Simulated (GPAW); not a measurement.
## How Pt absorbs and reflects light

Aim: the dielectric function of Pt, and the optical constants that follow from it.

Method: DFT, LDA, plane-wave PAW (GPAW data sets), scalar-relativistic, RPA, optical limit, in GPAW 26.7.0.

## (1) The starting structure

Symmetry: Fm-3m, No. 225, cubic system. The conventional cell has a = 3.922 Å, b = 3.922 Å, c = 3.922 Å, α = 90.00°, β = 90.00°, γ = 90.00°. Nearest to Pt lie 12 Pt at 2.77 Å.

As a file:

```cif
data_structure
_symmetry_space_group_name_H-M 'Fm-3m'
_symmetry_Int_Tables_number 225
_cell_length_a 3.9218
_cell_length_b 3.9218
_cell_length_c 3.9218
_cell_angle_alpha 90.000
_cell_angle_beta 90.000
_cell_angle_gamma 90.000
_cell_volume 60.32
loop_
_atom_site_label
_atom_site_type_symbol
_atom_site_symmetry_multiplicity
_atom_site_Wyckoff_symbol
_atom_site_fract_x
_atom_site_fract_y
_atom_site_fract_z
_atom_site_occupancy
Pt1 Pt 4 a 0.00000 0.00000 0.00000 1
```

## (2) Ground state

The self-consistent density comes first; it also tells whether there is a gap, which decides the occupations and the need for a Drude term.

This step: DFT, LDA, plane-wave PAW (GPAW data sets), scalar-relativistic, ground state (GPAW 26.7.0).

The input, gs.py:

```python
from ase import Atoms
from ase.dft.bandgap import bandgap
from gpaw import GPAW, PW, FermiDirac

atoms = Atoms(['Pt'],
              cell=[[0.000000000000, 1.960900000000, 1.960900000000],
                    [1.960900000000, 0.000000000000, 1.960900000000],
                    [1.960900000000, 1.960900000000, 0.000000000000]],
              scaled_positions=[[0.000000000000, 0.000000000000, 0.000000000000]],
              pbc=[True, True, True])
atoms.calc = GPAW(mode=PW(500), xc='LDA', kpts={'size': (10, 10, 10), 'gamma': True},
                  occupations=FermiDirac(0.05), maxiter=150, txt='gs.txt')
print('energy (eV)', atoms.get_potential_energy())
print('Fermi level (eV)', atoms.calc.get_fermi_level())
print('valence electrons', atoms.calc.get_number_of_electrons())
print('gap (eV)', bandgap(atoms.calc, output=None)[0])
print('direct gap (eV)', bandgap(atoms.calc, direct=True, output=None)[0])
atoms.calc.write('gs.gpw')
```

On the command line:

```sh
$ OMP_NUM_THREADS=1 python gs.py
```

Numbers of over 12 decimals in the logs are rounded to 6 here.

The program printed:

```text
__  _  _
 | _ |_)|_||  |
 |__||  | ||/\| - 26.7.0

Versions:
  Python: 3.12.14
  ASE:    3.29.0
  Numpy:  2.5.5
  Scipy:  1.18.1
  Libxc:  7.0.0

Input parameters:
  mode=PW(ecut=500.0),
  kpts=MonkhorstPack(size=(10, 10, 10), gamma=True),
  maxiter=150,
  occupations=Occupations(name='fermi-dirac', width=0.05, fixmagmom=False),
  xc=XC(name='LDA')

Diagonalizing LCAO Hamiltonian
Converting LCAO to pw mode

       Pt

Atoms  # Å, Bohr magnetons
|   | symbol |        x |        y |        z |    initial magnetic moments |
| 0 |     Pt | 0.000000 | 0.000000 | 0.000000 | ( 0.0000,  0.0000,  0.0000) |

Unit cell  # Å
| periodic |        x |        y |        z |  lengths |    angles |
|      yes | 0.000000 | 1.960900 | 1.960900 | 2.773131 | 60.000000 |
|      yes | 1.960900 | 0.000000 | 1.960900 | 2.773131 | 60.000000 |
|      yes | 1.960900 | 1.960900 | 0.000000 | 2.773131 | 60.000000 |

Number of symmetries: 48
Symmetry operations  # r_c * U_cc + t_c -> r_c
|    | kind |            matrix            |
|  0 |  σ   |  1, 0, 0,  1, 0,-1,  1,-1, 0 |
|  1 |  C2  |  1, 0, 0,  1,-1, 0,  1, 0,-1 |
|  2 |  E   |  1, 0, 0,  0, 1, 0,  0, 0, 1 |
|  3 |  σ   |  1, 0, 0,  0, 0, 1,  0, 1, 0 |
|  4 |  C4  |  1, 0,-1,  1, 0, 0,  1,-1, 0 |
|  5 |  S6  |  1, 0,-1,  1,-1, 0,  1, 0, 0 |
|  6 |  σ   |  1, 0,-1,  0, 1,-1,  0, 0,-1 |
|  7 |  C3  |  1, 0,-1,  0, 0,-1,  0, 1,-1 |
|  8 |  S6  |  1,-1, 0,  1, 0, 0,  1, 0,-1 |
|  9 |  C4  |  1,-1, 0,  1, 0,-1,  1, 0, 0 |
| 10 |  C3  |  1,-1, 0,  0,-1, 1,  0,-1, 0 |
| 11 |  σ   |  1,-1, 0,  0,-1, 0,  0,-1, 1 |
| 12 |  σ   |  0, 1, 0,  1, 0, 0,  0, 0, 1 |
| 13 |  C4  |  0, 1, 0,  0, 1,-1, -1, 1, 0 |
| 14 |  C3  |  0, 1, 0,  0, 0, 1,  1, 0, 0 |
| 15 |  S6  |  0, 1, 0, -1, 1, 0,  0, 1,-1 |
| 16 |  C2  |  0, 1,-1,  1, 0,-1,  0, 0,-1 |
| 17 |  σ   |  0, 1,-1,  0, 1, 0, -1, 1, 0 |
| 18 |  S4  |  0, 1,-1,  0, 0,-1,  1, 0,-1 |
| 19 |  C4  |  0, 1,-1, -1, 1, 0,  0, 1, 0 |
| 20 |  C3  |  0, 0, 1,  1, 0, 0,  0, 1, 0 |
| 21 |  σ   |  0, 0, 1,  0, 1, 0,  1, 0, 0 |
| 22 |  S6  |  0, 0, 1,  0,-1, 1, -1, 0, 1 |
| 23 |  C4  |  0, 0, 1, -1, 0, 1,  0,-1, 1 |
| 24 |  S4  |  0, 0,-1,  1, 0,-1,  0, 1,-1 |
| 25 |  C3  |  0, 0,-1,  0, 1,-1,  1, 0,-1 |
| 26 |  C2  |  0, 0,-1,  0,-1, 0, -1, 0, 0 |
| 27 |  S6  |  0, 0,-1, -1, 0, 0,  0,-1, 0 |
| 28 |  S4  |  0,-1, 1,  1,-1, 0,  0,-1, 0 |
| 29 |  C4  |  0,-1, 1,  0, 0, 1, -1, 0, 1 |
| 30 |  C2  |  0,-1, 1,  0,-1, 0,  1,-1, 0 |
| 31 |  σ   |  0,-1, 1, -1, 0, 1,  0, 0, 1 |
| 32 |  C3  |  0,-1, 0,  1,-1, 0,  0,-1, 1 |
| 33 |  S6  |  0,-1, 0,  0, 0,-1, -1, 0, 0 |
| 34 |  S4  |  0,-1, 0,  0,-1, 1,  1,-1, 0 |
| 35 |  C2  |  0,-1, 0, -1, 0, 0,  0, 0,-1 |
| 36 |  C2  | -1, 1, 0,  0, 1, 0,  0, 1,-1 |
| 37 |  S6  | -1, 1, 0,  0, 1,-1,  0, 1, 0 |
| 38 |  S4  | -1, 1, 0, -1, 0, 1, -1, 0, 0 |
| 39 |  C3  | -1, 1, 0, -1, 0, 0, -1, 0, 1 |
| 40 |  S6  | -1, 0, 1,  0, 0, 1,  0,-1, 1 |
| 41 |  C2  | -1, 0, 1,  0,-1, 1,  0, 0, 1 |
| 42 |  C3  | -1, 0, 1, -1, 1, 0, -1, 0, 0 |
| 43 |  S4  | -1, 0, 1, -1, 0, 0, -1, 1, 0 |
| 44 |  C2  | -1, 0, 0,  0, 0,-1,  0,-1, 0 |
| 45 |  i   | -1, 0, 0,  0,-1, 0,  0, 0,-1 |
| 46 |  σ   | -1, 0, 0, -1, 1, 0, -1, 0, 1 |
| 47 |  C2  | -1, 0, 0, -1, 0, 1, -1, 1, 0 |

BZ-sampling:
  Number of BZ points: 1000
  Number of IBZ points: 47

  Monkhorst-Pack size: [10, 10, 10]
  Monkhorst-Pack shift: [0.05, 0.05, 0.05]

K-points  # in reciprocal-cell coordinates
|     |                                coordinates |     weight |
|   0 | (  0.00000000,   0.00000000,   0.00000000) | 0.00100000 |
|   1 | (  0.10000000,   0.10000000,   0.00000000) | 0.00600000 |
|   2 | (  0.10000000,   0.10000000,   0.10000000) | 0.00800000 |
|   3 | (  0.20000000,   0.10000000,   0.10000000) | 0.01200000 |
|   4 | (  0.20000000,   0.20000000,   0.00000000) | 0.00600000 |
|   5 | (  0.20000000,   0.20000000,   0.10000000) | 0.02400000 |
|   6 | (  0.20000000,   0.20000000,   0.20000000) | 0.00800000 |
|   7 | (  0.30000000,   0.20000000,   0.10000000) | 0.02400000 |
|   8 | (  0.30000000,   0.20000000,   0.20000000) | 0.02400000 |
|   9 | (  0.30000000,   0.30000000,   0.00000000) | 0.00600000 |
| ... |                                            |            |
|  46 | (  0.50000000,   0.50000000,   0.50000000) | 0.00400000 |

Plane wave coefficients: 392
Cutoff: 500.0 eV

Spin-components: 1 (collinear spins)
Bands:           12
Projectors:      6
Spin-degeneracy: 2
Datatype:        complex128

Parallelization:
  kpt:    1
  domain: 1
  band:   1

Density:
  Valence electrons: 16.0
  Components: 1
  Grid points: [15 15 15]
  Charge: 0.0  # |e|

Potential:
  Grid points: [15 15 15]

species:
  Pt:
    name:    Platinum
    id:
    Z:       78.0
    valence: 16
    core:    62
    charge:  0.0  # [|e|]
    compensation charges:
      type: gauss
      rc: 0.41  # [Å]
      lmax: 2
    cutoffs:
      filter: 2.26  # [Å]
      core: 2.26  # [Å]
    projectors
    | kind |    occ | energy [eV] | rcut [Å] |
    |   6s |  1.000 |      -5.930 |    1.307 |
    |   5p |  6.000 |     -56.318 |    1.371 |
    |   6p |  0.000 |      -0.962 |    1.371 |
    |   5d |  9.000 |      -6.387 |    1.307 |
    |    s |        |      21.281 |    1.307 |
    |    d |        |      20.825 |    1.307 |

    Using partial waves for Pt as LCAO basis

Reference energy: -500096.748869  # eV

eigensolver:
  PPCG
  Converge bands: occupied
  niter=2

density mixing:
  MSR1-Mixer
  Pratt-step length: 0.05
  Maximum mixing coefficient: 0.75
  Old densities: 10
  SVD Regularization: 0.005
  Good broyden scale: 1.0
  Trust region scale: 1.0
  Backstep threshold: 4.0
  History deletion threshold: 6.0
  Fourier metric: weight=20.0, sigma=0.015

occupation numbers:
  Fermi-Dirac:
    width: 0.0500  # eV

poisson solver:
  ecut: 4000.0  # eV

xc functional:
  name: None

convergence criteria:
- Maximum [total energy] change in last 3 cyles: 0.0005 eV / valence electron
- Maximum integral of absolute [dens]ity change: 0.0001 electrons / valence electron
- Maximum integral of absolute [eigenst]ate change: 4e-08 eV^2 / valence electron
maximum number of iterations: 150

SCF iterations
|iter     |      energy | eigst |  dens |
|iter:   1||   -8.411214 | +0.25 |       |
|iter:   2||   -8.304458 | -2.25 | -1.17 |
|iter:   3||   -7.886488 | -1.61 | -1.22 |
|iter:   4||   -7.881192 | -3.92 | -2.31 |
|iter:   5||   -7.878896c| -3.71 | -2.53 |
|iter:   6||   -7.878892c| -6.07 | -3.66 |
|iter:   7||   -7.878893c| -6.64 | -3.84 |
|iter:   8||   -7.878893c| -7.89c| -5.24c|

Converged in 8 steps
SCF loop duration: 3.482 s (0.435 s/step)
Energy contributions relative to reference atoms: (reference = -500096.748869)

Energy contributions:
  Kinetic:          -7.653981
  Coulomb:           5.902283
  Zero:             -0.611519
  External:          0.000000
  Xc:               -5.509666
  Entropy:          -0.012019
  Spinorbit:         0.000000
  ----------------------------
  Free energy:      -7.884902
  Extrapolated:     -7.878893

dipole moment: (-13.452575, -13.452575, -13.452575)  # |e|*Ang

Fermi level: 11.797
Eigenvalues  # (at kpt = [0.000, 0.000, 0.000])
| band index |      eig [eV] | occ [0-2] |
|          0 |       -40.798 |     2.000 |
|          1 |       -40.798 |     2.000 |
|          2 |       -40.798 |     2.000 |
|          3 |         1.604 |     2.000 |
|          4 |         7.999 |     2.000 |
|          5 |         7.999 |     2.000 |
|          6 |         7.999 |     2.000 |
|          7 |        10.163 |     2.000 |
|          8 |        10.163 |     2.000 |
|          9 |        31.873 |     0.000 |
|         10 |        31.873 |     0.000 |
|         11 |        31.873 |     0.000 |

No gap
No difference between direct/indirect transitions

--- standard output ---
energy (eV) -7.878893
Fermi level (eV) 11.797205
valence electrons 16.0
gap (eV) 0.0
direct gap (eV) 0.0
```

The job ended after 5.3 s (1 thread of Arm Neoverse V1, shared host; peak memory 0.12 GiB).

Read-outs, printed or worked out from the files:

| Quantity | Value |
| --- | --- |
| energy | -7.879 eV |
| Fermi energy | 11.80 eV |
| electrons | 16 |

There are states at the Fermi level within the smearing, so the occupations stay smeared and the carriers get a Drude term.

## (3) Bands for the response

The response needs many more empty bands than the density does.

This step: DFT, LDA, plane-wave PAW (GPAW data sets), scalar-relativistic, bands at fixed density (GPAW 26.7.0).

The input, nscf.py:

```python
from ase.dft.bandgap import bandgap
from gpaw import GPAW, FermiDirac

calc = GPAW('gs.gpw').fixed_density(kpts={'size': (15, 15, 15), 'gamma': True}, nbands=25, convergence={'bands': 19},
                                    occupations=FermiDirac(0.05), txt='nscf.txt')
print('gap (eV)', bandgap(calc, output=None)[0])
print('direct gap (eV)', bandgap(calc, direct=True, output=None)[0])
print('top band over the Fermi level (eV)', min(calc.get_eigenvalues(kpt=k)[18] for k in range(len(calc.get_ibz_k_points()))) - calc.get_fermi_level())
calc.write('full.gpw', mode='all')
```

On the command line:

```sh
$ OMP_NUM_THREADS=1 python nscf.py
```

The program printed:

```text
Diagonalizing LCAO Hamiltonian
Converting LCAO to pw mode
convergence criteria:
- Maximum integral of absolute [eigenst]ate change: 4e-08 eV^2 / valence electron
maximum number of iterations: 150

SCF iterations
|iter     |      energy | eigst |  dens |
|iter:   1||             | +3.03 |       |
|iter:   2||             | +0.85 |       |
|iter:   3||             | -1.38 |       |
|iter:   4||             | -3.34 |       |
|iter:   5||             | -5.29 |       |
|iter:   6||             | -7.09 |       |
|iter:   7||             | -8.17c|       |
SCF steps: 7
  __  _  _
 | _ |_)|_||  |
 |__||  | ||/\| - 26.7.0

Versions:
  Python: 3.12.14
  ASE:    3.29.0
  Numpy:  2.5.5
  Scipy:  1.18.1
  Libxc:  7.0.0

Input parameters:
  mode=PW(ecut=500.0),
  convergence={'bands': 19},
  gpts=array([15, 15, 15]),
  kpts=MonkhorstPack(size=(15, 15, 15), gamma=True),
  maxiter=150,
  nbands=25,
  occupations=Occupations(name='fermi-dirac', width=0.05, fixmagmom=False),
  parallel={},
  xc=XC(name='LDA')

--- standard output ---
gap (eV) 0.0
direct gap (eV) 0.0
top band over the Fermi level (eV) 35.395332
```

The job ended after 17 s (1 thread; peak memory 0.15 GiB).

## (4) Dielectric function, RPA

Local fields let the induced charge screen the field inside the cell, which as a rule lowers ε, most along directions where the density is uneven.

This step: DFT, LDA, plane-wave PAW (GPAW data sets), scalar-relativistic, RPA, optical limit (GPAW 26.7.0).

The input, df.py:

```python
from gpaw.response.df import DielectricFunction

df = DielectricFunction('full.gpw', frequencies={'type': 'nonlinear', 'domega0': 0.03, 'omega2': 8},
                        ecut=50,
                        eta=0.15,
                        nbands=19,
                        rate=0.05,
                        txt='df.txt')
for direction in ['x']:
    df.get_dielectric_function(xc='RPA', direction=direction, filename=f'df_{direction}.csv')
```

On the command line:

```sh
$ OMP_NUM_THREADS=1 python df.py
```

The program printed:

```text
Using integrator: PointIntegrator
NonLinearFrequencyDescriptor(from 0.000 to 94.979 eV, 536 points)
Nonperiodic BCs:  [False False False]
Using integrator: PointIntegrator
NonLinearFrequencyDescriptor(from 0.000 to 94.979 eV, 536 points)
Nonperiodic BCs:  [False False False]
Using integrator: PointIntegrator

Calculating chi0 body with:
    Ground state adapter containing:
    Number of spins: 1
    Number of kpoints: 3375
    Number of irreducible kpoints: 120
    Number of completely occupied states: 5
    Number of partially occupied states: 9

    Linear response parametrization:
    q_c: [0.0, 0.0, 0.0]
    Number of frequency points: 536
    Planewave cutoff: 50.0
    Number of bands: 19
    Number of planewaves: 15
    Broadening (eta): 0.15

Integrating chi0 body.

Symmetries of q_c:
    Direct symmetries (Uq -> q): 48
    Indirect symmetries (TUq -> q): 0
In total 48 allowed symmetries.

120 groups of equivalent kpoints. 96.444444% reduction.

Integral kind: spectral function

Calculating chi0 optical extensions with:
    Ground state adapter containing:
    Number of spins: 1
    Number of kpoints: 3375
    Number of irreducible kpoints: 120
    Number of completely occupied states: 5
    Number of partially occupied states: 9

    Linear response parametrization:
    Number of frequency points: 536
    Planewave cutoff: 50.0
    Number of bands: 19
    Number of planewaves: 15
    Broadening (eta): 0.15
Integrating chi0 head and wings.

Symmetries of q_c:
    Direct symmetries (Uq -> q): 48
    Indirect symmetries (TUq -> q): 0
In total 48 allowed symmetries.

120 groups of equivalent kpoints. 96.444444% reduction.

Integral kind: spectral function wings

Calculating drude chi0 with:
    Number of frequency points:536
    Plasma frequency decay rate: 0.05 eV

    Ground state adapter containing:
    Number of spins: 1
    Number of kpoints: 3375
    Number of irreducible kpoints: 120
    Number of completely occupied states: 5
    Number of partially occupied states: 9

Symmetries of q_c:
    Direct symmetries (Uq -> q): 48
    Indirect symmetries (TUq -> q): 0
In total 48 allowed symmetries.

120 groups of equivalent kpoints. 96.444444% reduction.

Integral kind: intraband
Plasma frequency:
[[7.08-0.j 0.  +0.j 0.  -0.j]
 [0.  +0.j 7.08-0.j 0.  -0.j]
 [0.  +0.j 0.  -0.j 7.08-0.j]]
```

Run time: 6.2 s. Hardware: 1 thread; peak memory 0.18 GiB.

[end of part 1 of 2]

[Machine, clock and banner lines and Python warnings are left out of the logs.]

[Logs are printed without paths, hosts, clocks, repeated set-up lines and the standing remarks that a program may print on its own settings, such as how far it seeks lower states.]

[Hosts, paths, dates, database ids (printed as entryN), source tags and the programs' standing remarks are cut or masked in the printed files.]
